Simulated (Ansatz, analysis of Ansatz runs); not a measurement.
# Reproducing a measured migration barrier: interstitial H in fcc Al, hop from a tetrahedral to the next octahedral site, part 2 of 2

Aim: the migration barrier of interstitial H in fcc Al, hop from a tetrahedral to the next octahedral site, to be set beside the measurement. Set-up: LDA, 32-site cell, LDA lattice, 420 eV, k: 3x3x3 Gamma-centred. The model is a cell of 32 host atoms with 1 H put in. The barrier is the energy of the highest image of a climbing band over the relaxed site that the atom leaves. A local or semilocal functional is the cheapest first rung.

Ansatz 0.2.0; LDA, 32-site cell, LDA lattice, 420 eV, k: 3x3x3 Gamma-centred.

So far: Set-up; Relaxation, charge 0.

**3. Nudged elastic band**

A band of images joins the two ends; its highest image climbs to the saddle, whose energy over the site left is the barrier.

This step: plane-wave PAW DFT, LDA; nudged elastic band between two relaxed defect structures at fixed charge.

Contents of neb/input.yaml:

```yaml
crystal:
  lattice:
    - [7.96777746, 0.0, 0.0]
    - [0.0, 7.96777746, 0.0]
    - [0.0, 0.0, 7.96777746]
  atoms:
    - { symbol: Al, position: [0.000386895, 0.000386895, 0.000386895] }
    - { symbol: Al, position: [0.000930635, 0.25046577, 0.25046577] }
    - { symbol: Al, position: [0.25046577, 0.000930635, 0.25046577] }
    - { symbol: Al, position: [0.25046577, 0.25046577, 0.000930635] }
    - { symbol: Al, position: [-0.002158439, -0.002158439, 0.500434434] }
    - { symbol: Al, position: [-0.002158439, 0.249565566, 0.752158439] }
    - { symbol: Al, position: [0.249565566, -0.002158439, 0.752158439] }
    - { symbol: Al, position: [0.240842433, 0.240842433, 0.509157567] }
    - { symbol: Al, position: [-0.002158439, 0.500434434, -0.002158439] }
    - { symbol: Al, position: [-0.002158439, 0.752158439, 0.249565566] }
    - { symbol: Al, position: [0.240842433, 0.509157567, 0.240842433] }
    - { symbol: Al, position: [0.249565566, 0.752158439, -0.002158439] }
    - { symbol: Al, position: [0.000930635, 0.49953423, 0.49953423] }
    - { symbol: Al, position: [0.000386895, 0.749613105, 0.749613105] }
    - { symbol: Al, position: [0.25046577, 0.49953423, 0.749069365] }
    - { symbol: Al, position: [0.25046577, 0.749069365, 0.49953423] }
    - { symbol: Al, position: [0.500434434, -0.002158439, -0.002158439] }
    - { symbol: Al, position: [0.509157567, 0.240842433, 0.240842433] }
    - { symbol: Al, position: [0.752158439, -0.002158439, 0.249565566] }
    - { symbol: Al, position: [0.752158439, 0.249565566, -0.002158439] }
    - { symbol: Al, position: [0.49953423, 0.000930635, 0.49953423] }
    - { symbol: Al, position: [0.49953423, 0.25046577, 0.749069365] }
    - { symbol: Al, position: [0.749613105, 0.000386895, 0.749613105] }
    - { symbol: Al, position: [0.749069365, 0.25046577, 0.49953423] }
    - { symbol: Al, position: [0.49953423, 0.49953423, 0.000930635] }
    - { symbol: Al, position: [0.49953423, 0.749069365, 0.25046577] }
    - { symbol: Al, position: [0.749069365, 0.49953423, 0.25046577] }
    - { symbol: Al, position: [0.749613105, 0.749613105, 0.000386895] }
    - { symbol: Al, position: [0.509157567, 0.509157567, 0.509157567] }
    - { symbol: Al, position: [0.500434434, 0.752158439, 0.752158439] }
    - { symbol: Al, position: [0.752158439, 0.500434434, 0.752158439] }
    - { symbol: Al, position: [0.752158439, 0.752158439, 0.500434434] }
    - { symbol: H, position: [0.375, 0.375, 0.375] }
basis:
  ecutwfc: 420
  xc_grid: 2
hamiltonian:
  xc: lda
kpoints:
  mp_grid: { grid: [3, 3, 3] }
scf:
  occupations: { method: methfessel_paxton, width: 0.1 }
  max_iter: 120
output:
  forces: true
neb:
  images: 3
  f_tol: 0.04
  climbing: true
  initial_path: idpp
  max_iterations: 45
  order_check: false
  final_atoms:
    - { symbol: Al, position: [0.000389878, 0.000389878, 0.000389878] }
    - { symbol: Al, position: [-0.005759704, 0.250124642, 0.250124642] }
    - { symbol: Al, position: [0.250124642, -0.005759704, 0.250124642] }
[... 4 atom lines left out ...]
    - { symbol: Al, position: [0.250124642, 0.250124642, 0.506008988] }
[... 2 atom lines left out ...]
    - { symbol: Al, position: [0.250124642, 0.506008988, 0.250124642] }
[... 1 atom line left out ...]
    - { symbol: Al, position: [0.000389878, 0.499859406, 0.499859406] }
[... 4 atom lines left out ...]
    - { symbol: Al, position: [0.506008988, 0.250124642, 0.250124642] }
[... 2 atom lines left out ...]
    - { symbol: Al, position: [0.499859406, 0.000389878, 0.499859406] }
    - { symbol: Al, position: [0.501387016, 0.250124642, 0.750124642] }
[... 2 atom lines left out ...]
    - { symbol: Al, position: [0.499859406, 0.499859406, 0.000389878] }
[... 1 atom line left out ...]
    - { symbol: Al, position: [0.750124642, 0.501387016, 0.250124642] }
[... 1 atom line left out ...]
    - { symbol: Al, position: [0.499859406, 0.499859406, 0.499859406] }
[... 3 atom lines left out ...]
    - { symbol: H, position: [0.250124642, 0.250124642, 0.250124642] }
```

Launch:

```sh
> ansatz run input.yaml --threads 4 --pin off --max-ram 14131MiB --backend cpu --events-out ev --progress --plain --runs-dir out
```

Numbers of over 12 decimals in the logs are rounded to 6 here.

Output:

```text
[...]
Warning: neb: disabling space-group detection — the band's intermediate images generally break the endpoint symmetry, so no spatial operation reduces the k-mesh or symmetrises the density, except that a semilocal band can use its path's symmetry ahead of [...]
[...]
parallel-image band execution: 3 concurrent image workers
NEB image 0
Crystal: 33 atoms, lattice volume = 505.838 Å³
Basis set: ecut = 420 eV, 9843 PW (Γ), exchange–correlation on 108×108×108 points (8 copies of the dense FFT grid, shifted against one another)
Bands: 82, of which v1, the nominal top of the filled ones, is band 49 counted from 1 (48 counted from 0)
Symmetry: 1 space group operations
k-points: 14 of 27 (time reversal used)
[...]
SCF iter   1: F=—  HF=-16427.916224 eV  |F-HF|=—  |Δ(HF+E_count)|=         —  Δρ=4.06e-3  dr2=7.92e-2  ethr=1.77e-3  ⟨swp⟩=7.5  Hψ=6138  notcnv=0  defer=3
[...]
SCF iter   6: F=-16427.884966 eV  HF=-16427.884966 eV  |F-HF|=1.38e-8  |Δ(HF+E_count)|=   1.99e-7  S|Δr|=    0.00e0  Δρ=3.03e-6  dr2=3.59e-8  ethr=1.03e-10  ⟨swp⟩=2.6  Hψ=3419  notcnv=0
SCF 1 converged in 6 iterations: F = -16427.884966 eV  dr2 = 3.59e-8
[...]
NSCF: frozen V_eff on 14 k-points
NEB image 4
SCF iter   1: F=—  HF=-16427.867093 eV  |F-HF|=—  |Δ(HF+E_count)|=         —  Δρ=4.17e-3  dr2=8.94e-2  ethr=1.77e-3  ⟨swp⟩=7.3  Hψ=5779  notcnv=0  defer=15
[...]
SCF iter   7: F=-16427.832189 eV  HF=-16427.832189 eV  |F-HF|=3.02e-10  |Δ(HF+E_count)|=   2.46e-9  S|Δr|=    0.00e0  Δρ=4.89e-7  dr2=1.01e-9  ethr=4.69e-11  ⟨swp⟩=1.7  Hψ=2865  notcnv=0
SCF 2 converged in 7 iterations: F = -16427.832189 eV  dr2 = 1.01e-9
[...]
NEB end point (image 0): max|allowed force component| = 6.663e-3 eV/Å (the criterion of neb.relax_end_points is 1.000e-2)
NEB end point (image 4): max|allowed force component| = 2.673e-3 eV/Å (the criterion of neb.relax_end_points is 1.000e-2)
NEB image 1
SCF iter   1: F=—  HF=-16427.747263 eV  |F-HF|=—  |Δ(HF+E_count)|=         —  Δρ=4.08e-3  dr2=8.03e-2  ethr=1.77e-3  ⟨swp⟩=7.8  Hψ=5964  notcnv=0  defer=16
[...]
SCF iter   6: F=-16427.715737 eV  HF=-16427.715737 eV  |F-HF|=1.75e-8  |Δ(HF+E_count)|=   2.74e-7  S|Δr|=    0.00e0  Δρ=3.46e-6  dr2=4.58e-8  ethr=1.03e-10  ⟨swp⟩=3.0  Hψ=3402  notcnv=0
SCF 3 converged in 6 iterations: F = -16427.715737 eV  dr2 = 4.58e-8
NEB image 2
SCF iter   1: F=—  HF=-16427.651625 eV  |F-HF|=—  |Δ(HF+E_count)|=         —  Δρ=4.08e-3  dr2=8.13e-2  ethr=1.77e-3  ⟨swp⟩=8.4  Hψ=6015  notcnv=0  defer=19
[...]
SCF iter   6: F=-16427.619388 eV  HF=-16427.619388 eV  |F-HF|=4.15e-10  |Δ(HF+E_count)|=   5.64e-9  S|Δr|=    0.00e0  Δρ=4.65e-7  dr2=1.13e-9  ethr=5.57e-11  ⟨swp⟩=2.0  Hψ=2747  notcnv=0
SCF 4 converged in 6 iterations: F = -16427.619388 eV  dr2 = 1.13e-9
NEB image 3
SCF iter   1: F=—  HF=-16427.776730 eV  |F-HF|=—  |Δ(HF+E_count)|=         —  Δρ=4.12e-3  dr2=8.43e-2  ethr=1.77e-3  ⟨swp⟩=7.7  Hψ=5990  notcnv=0  defer=21
[...]
SCF iter   7: F=-16427.743346 eV  HF=-16427.743346 eV  |F-HF|=2.86e-9  |Δ(HF+E_count)|=  4.33e-10  S|Δr|=    0.00e0  Δρ=5.10e-7  dr2=3.60e-9  ethr=4.46e-11  ⟨swp⟩=2.0  Hψ=2658  notcnv=0
SCF 5 converged in 7 iterations: F = -16427.743346 eV  dr2 = 3.60e-9
NEB iter   1: max|band force component| = 5.264e-1 eV/Å  barrier→ = 0.2656 eV  barrier← = 0.2128 eV  Δτ_max = 0.0941 Å  (32 SCF iters)
NEB image 1
[...]
SCF iter   6: F=-16427.770470 eV  HF=-16427.770470 eV  |F-HF|=6.72e-9  |Δ(HF+E_count)|=   9.51e-8  S|Δr|=    0.00e0  Δρ=1.71e-6  dr2=1.62e-8  ethr=1.03e-10  ⟨swp⟩=4.0  Hψ=2883  notcnv=0
SCF 6 converged in 6 iterations: F = -16427.770470 eV  dr2 = 1.62e-8
NEB image 2
[...]
SCF iter   6: F=-16427.691371 eV  HF=-16427.691371 eV  |F-HF|=2.19e-8  |Δ(HF+E_count)|=   1.04e-7  S|Δr|=    0.00e0  Δρ=2.15e-6  dr2=3.63e-8  ethr=1.03e-10  ⟨swp⟩=4.0  Hψ=2902  notcnv=0
SCF 7 converged in 6 iterations: F = -16427.691371 eV  dr2 = 3.63e-8
NEB image 3
[...]
SCF iter   6: F=-16427.774549 eV  HF=-16427.774549 eV  |F-HF|=1.37e-8  |Δ(HF+E_count)|=   8.04e-8  S|Δr|=    0.00e0  Δρ=1.32e-6  dr2=1.88e-8  ethr=1.03e-10  ⟨swp⟩=4.0  Hψ=2839  notcnv=0
SCF 8 converged in 6 iterations: F = -16427.774549 eV  dr2 = 1.88e-8
NEB iter   2: max|band force component| = 2.302e-1 eV/Å  barrier→ = 0.1936 eV  barrier← = 0.1408 eV  CI = image 2  Δτ_max = 0.0891 Å  (18 SCF iters)
NEB image 1
[...]
SCF iter   6: F=-16427.786354 eV  HF=-16427.786354 eV  |F-HF|=7.28e-9  |Δ(HF+E_count)|=   1.46e-8  S|Δr|=    0.00e0  Δρ=6.81e-7  dr2=8.67e-9  ethr=9.50e-11  ⟨swp⟩=2.1  Hψ=3238  notcnv=0
SCF 9 converged in 6 iterations: F = -16427.786354 eV  dr2 = 8.67e-9
NEB image 2
[...]
SCF iter   6: F=-16427.702461 eV  HF=-16427.702461 eV  |F-HF|=2.03e-8  |Δ(HF+E_count)|=   2.36e-8  S|Δr|=    0.00e0  Δρ=9.56e-7  dr2=2.31e-8  ethr=1.03e-10  ⟨swp⟩=4.0  Hψ=2755  notcnv=0
SCF 10 converged in 6 iterations: F = -16427.702461 eV  dr2 = 2.31e-8
NEB image 3
[...]
SCF iter   6: F=-16427.774459 eV  HF=-16427.774459 eV  |F-HF|=6.23e-9  |Δ(HF+E_count)|=   7.49e-9  S|Δr|=    0.00e0  Δρ=5.22e-7  dr2=7.05e-9  ethr=5.17e-11  ⟨swp⟩=2.1  Hψ=3069  notcnv=0
SCF 11 converged in 6 iterations: F = -16427.774459 eV  dr2 = 7.05e-9
NEB iter   3: max|band force component| = 1.436e-1 eV/Å  barrier→ = 0.1825 eV  barrier← = 0.1297 eV  CI = image 2  Δτ_max = 0.0178 Å  (18 SCF iters)
[...]
NEB iter   4: max|band force component| = 3.911e-2 eV/Å  barrier→ = 0.1802 eV  barrier← = 0.1274 eV  CI = image 2  Δτ_max = 0.0175 Å  (15 SCF iters)
NEB image 2
[...]
SCF iter   5: F=-16427.705712 eV  HF=-16427.705712 eV  |F-HF|=5.49e-9  |Δ(HF+E_count)|=   3.87e-8  S|Δr|=    0.00e0  Δρ=1.72e-6  dr2=1.45e-8  ethr=1.03e-10  ⟨swp⟩=4.6  Hψ=2858  notcnv=0
SCF 15 converged in 5 iterations: F = -16427.705712 eV  dr2 = 1.45e-8
NEB image 1
[...]
NEB image 3
[...]
NEB image 2
[...]
NEB iter   5: max|band force component| = 3.004e-2 eV/Å  barrier→ = 0.1793 eV  barrier← = 0.1265 eV  CI = image 2  Δτ_max = 0.0000 Å  (5 SCF iters)
SCF converged after 5 iterations
[...]
Free energy (F): -16427.705712 eV
[...]
Internal energy: -16427.720868 eV  (E = F + TS)
E sigma→0 (E₀):  -16427.709501 eV
Entropy (-TS):   0.015156 eV (0.459 meV/atom)
Fermi energy:    8.033640 eV
[...]
--- Forces (eV/Å), atoms counted from 1 ---
  atom   1  Al     0.00070316    -0.00172712    -0.00225978
  atom   2  Al     0.00056574    -0.00350147    -0.00166091
  [... 1 atom left out ...]
  atom   4  Al    -0.00053226    -0.00155099     0.00124304
  [... 3 atoms left out ...]
  atom   8  Al    -0.00464412    -0.00101414    -0.00142553
  [... 2 atoms left out ...]
  atom  11  Al    -0.00343060    -0.00243196     0.00267406
  [... 1 atom left out ...]
  atom  13  Al    -0.00207670     0.00265201     0.00254893
  [... 4 atoms left out ...]
  atom  18  Al    -0.00182541    -0.00456233    -0.00194727
  [... 2 atoms left out ...]
  atom  21  Al    -0.00196323     0.00322175    -0.00109681
  atom  22  Al     0.00049692    -0.00212995    -0.00151423
  [... 2 atoms left out ...]
  atom  25  Al     0.00050128     0.00170460    -0.00154977
  [... 3 atoms left out ...]
  atom  29  Al     0.00303784     0.00397686     0.00431225
  [... 3 atoms left out ...]
  atom  33  H      0.00712436    -0.00614005    -0.00674332
  max |Σ_I F_I| component: 2.22e-5 eV/Å
--- Band table (eV; the first three rows and the last of 14) ---
[...]
[... further k-points left out ...]
this run last wrote the band of iteration 5 to <dir>; this run last wrote the band within `neb.f_tol` of iteration 4 to <dir>
--- NEB band (5 images, 5 band iterations, 88 SCF iterations) ---
  forward barrier  = 0.179254 eV
  backward barrier = 0.126477 eV
  lagrangian_above_aufbau_ev (what the smearing adds, to first order; not taken off the barriers): saddle image +0.010332 eV, end points +0.009464 and +0.007422 eV
  climbing image's point = of an order that was not read
  energies are F+E_penalty+E_count in eV, relative to image 0
  image     s (Å)  Δ vs image 0  max|band force component| (eV/Å)
      0    0.0000      0.000000                                 —
      1    0.4184      0.096022                          3.004e-2
  *   2    0.8420      0.179254                          9.814e-3
      3    1.2988      0.110532                          2.642e-2
      4    1.7610      0.052777                                 —
  climbing-image geometry (image 2):
  cell:  # Å, volume = 505.8382 Å³
    - [7.96777746, 0.0, 0.0]
    - [0.0, 7.96777746, 0.0]
    - [0.0, 0.0, 7.96777746]
  atoms:
    - { symbol: Al, position: [-0.000185, -4.4493539613534644e-5, -6.376927684695545e-5] }
    - { symbol: Al, position: [-0.000614, 0.250809, 0.250765] }
    - { symbol: Al, position: [0.250606, -0.000996, 0.250601] }
    - { symbol: Al, position: [0.250663, 0.250703, -0.000828] }
    - { symbol: Al, position: [-0.000652, -0.000789, 0.501377] }
    - { symbol: Al, position: [-0.002672, 0.250120, 0.753253] }
    - { symbol: Al, position: [0.250195, -0.002663, 0.753309] }
    - { symbol: Al, position: [0.243523, 0.242945, 0.516017] }
    - { symbol: Al, position: [-0.000718, 0.501373, -0.000820] }
    - { symbol: Al, position: [-0.002770, 0.753264, 0.250102] }
    - { symbol: Al, position: [0.243407, 0.516153, 0.242869] }
    - { symbol: Al, position: [0.250174, 0.753319, -0.002781] }
    - { symbol: Al, position: [-0.000925, 0.499202, 0.499197] }
    - { symbol: Al, position: [-0.000794, 0.749202, 0.749209] }
    - { symbol: Al, position: [0.249273, 0.500395, 0.748674] }
    - { symbol: Al, position: [0.249273, 0.748691, 0.500441] }
    - { symbol: Al, position: [0.501487, -0.000596, -0.000567] }
    - { symbol: Al, position: [0.515223, 0.243555, 0.243599] }
    - { symbol: Al, position: [0.753196, -0.002240, 0.250193] }
    - { symbol: Al, position: [0.753182, 0.250195, -0.002260] }
    - { symbol: Al, position: [0.499476, -0.001247, 0.499430] }
    - { symbol: Al, position: [0.500720, 0.249157, 0.749038] }
    - { symbol: Al, position: [0.749342, -0.000941, 0.749326] }
    - { symbol: Al, position: [0.748882, 0.249100, 0.500532] }
    - { symbol: Al, position: [0.499406, 0.499361, -0.001109] }
    - { symbol: Al, position: [0.500728, 0.749012, 0.249160] }
    - { symbol: Al, position: [0.748833, 0.500487, 0.249107] }
    - { symbol: Al, position: [0.749322, 0.749295, -0.000921] }
    - { symbol: Al, position: [0.502124, 0.501971, 0.501965] }
    - { symbol: Al, position: [0.500279, 0.749902, 0.749949] }
    - { symbol: Al, position: [0.750053, 0.500189, 0.749859] }
    - { symbol: Al, position: [0.750064, 0.749830, 0.500211] }
    - { symbol: H, position: [0.314457, 0.315843, 0.315722] }
```

Run time: 3.8 min. Hardware: 4 threads of Arm Neoverse V2, shared host; peak memory 2.5 GiB.

The column dr2 measures how far the density is from self-consistency, as an energy; F and HF (Harris–Foulkes) agree once it is small.

Images along the path:

```
image  path (Å)  energy (eV)     H33: x, y, z (Å)
    0     0.000       0.0000  2.988, 2.988, 2.988
    1     0.418       0.0960  2.745, 2.763, 2.763
    2     0.842       0.1793  2.506, 2.517, 2.516
    3     1.299       0.1105  2.238, 2.265, 2.261
    4     1.761       0.0528  1.993, 1.993, 1.993
```

This step gave:

```
free energy      : -16427.7057 eV
smearing term TS : -0.01516 eV
barrier forward  : 0.1793 eV
barrier backward : 0.1265 eV
```

**4. Summary of results**

* migration barrier (saddle less minimum): 0.18 eV
* energy difference of the two ends: 0.05 eV
* length of the hop: 1.72 Å
* time of the whole chain: 4.2 min on 4 threads

Migration barrier: computed 0.18 eV, measured 0.452 eV; 0.27 eV below the measurement. The measured number is an Arrhenius activation energy of long-range diffusion; for H it holds zero-point energy, and trapping at vacancies and dislocations can raise it. One hop between neighbouring sites is computed at the host's lattice. Limits: the periodic copies of the defect are only 8.0 Å apart.

[Logs are printed without paths, hosts, clocks, repeated set-up lines and the standing remarks that a program may print on its own settings, such as how far it seeks lower states.]

[Hosts, paths, dates, database ids (printed as entryN), source tags and the programs' standing remarks are cut or masked in the printed files.]

[For some hosts the program warned that the k-mesh of the response run may be too coarse for force constants and the static dielectric constant; such warnings are not shown here.]
